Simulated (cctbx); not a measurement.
# Diagnosing a refinement

Cell a = 10.9590 Å, b = 7.7170 Å, c = 9.1610 Å, α = 90.00°, β = 116.31°, γ = 90.00°; space group C2/c (no. 15).

The data are simulated with cctbx, not measured: Ag Kα, λ = 0.56087 Å, to d = 0.6 Å, 50 % of the full sphere, strongest reflection 5000 counts, noise from counting, a 6 % proportional error and a noise floor of 8 counts (s.d.); no absorption.

An anisotropic refinement with weights 1/σ² prints:

```text
Rint 0.084, 1572 unique reflections to 0.60 A
cycle     R1     wR2    GooF  max shift (A)
   1  0.3401  0.6152   5.199   0.00443
  10  0.1204  0.2726   2.304   0.00044
final R1 0.1205 wR2 0.2726 GooF 2.304  parameters 34  data/parameter 46.2
atom        x        y        z      Ueq    occ   su(xyz)  su(Uiso or U11)
Cr1    0.00000  0.00000  0.00000   0.0038  1.000  0.00000  0.0006
Cl1    0.73618  0.46737  0.12024   0.0044  1.000  0.00024  0.0007
Cl2    0.01785  0.29381  0.97300   0.0049  1.000  0.00025  0.0007
Mg1    0.00000  0.50345  0.25000   0.0044  1.000  0.00057  0.0016
Co1    0.00000  0.09170  0.25000   0.2219  1.000  0.00244  0.0178
difference map: max 24.87 min -6.81 rms 0.84
Q1    0.0000  0.0805  0.2500    4   25.52  0.09 A from Co1
Q2    0.0000  0.0000  0.0000    4    3.51  0.00 A from Cr1
Q3    0.2401  0.4661  0.3604    8    3.45  0.24 A from Cl1
Q4    0.0117  0.3097  0.9894    8    2.84  0.23 A from Cl2
Q5    0.0704  0.3599  0.3436    8    2.50  1.40 A from Mg1
Q6    0.2352  0.0824  0.8727    8    2.30  2.35 A from Cl1
```

Q: Accept it or mend it, and why?

Mend it. The fault: wrong element: Co1 is F. Against the right model at the same level, R1 goes from 0.0467 to 0.1205 and GooF from 0.96 to 2.30, U of Co1 swells from 0.0067 to 0.2219 Å² and the top difference peak, 25.5 e/Å³, lies on Co1. Co1 has 18 electrons too many and its U swells to shed them, as expected.

The compound is MgCrCl4F. The right model at the same level gives:

```text
Rint 0.084, 1572 unique reflections to 0.60 A
cycle     R1     wR2    GooF  max shift (A)
   1  0.0472  0.1150   0.972   0.00045
   2  0.0467  0.1140   0.963   0.00000
final R1 0.0467 wR2 0.1140 GooF 0.963  parameters 34  data/parameter 46.2
atom        x        y        z      Ueq    occ   su(xyz)  su(Uiso or U11)
Cr1    0.00000  0.00000  0.00000   0.0050  1.000  0.00000  0.0003
Cl1    0.73657  0.46704  0.12053   0.0058  1.000  0.00010  0.0003
Cl2    0.01787  0.29388  0.97302   0.0062  1.000  0.00010  0.0003
Mg1    0.00000  0.50414  0.25000   0.0064  1.000  0.00023  0.0007
F1     0.00000  0.08222  0.25000   0.0067  1.000  0.00040  0.0011
difference map: max 1.72 min -1.70 rms 0.46
Q1    0.0785  0.1679  0.2272    8    1.83  1.18 A from F1
Q2    0.1232  0.0873  0.2777    8    1.77  1.26 A from F1
Q3    0.0000  0.2646  0.7500    4    1.75  1.78 A from Mg1
Q4    0.2248  0.0806  0.8482    8    1.72  2.18 A from Cl1
Q5    0.2379  0.3776  0.9369    8    1.61  1.39 A from Cl1
Q6    0.0868  0.2202  0.6523    8    1.59  1.34 A from Cl2
```

This is a model crystal, built by substitution and not relaxed, with assumed displacement parameters.

[Middle refinement cycles are left out of these outputs.]

[Logs are printed without paths, hosts, clocks, repeated set-up lines and the standing remarks that a program may print on its own settings, such as how far it seeks lower states.]
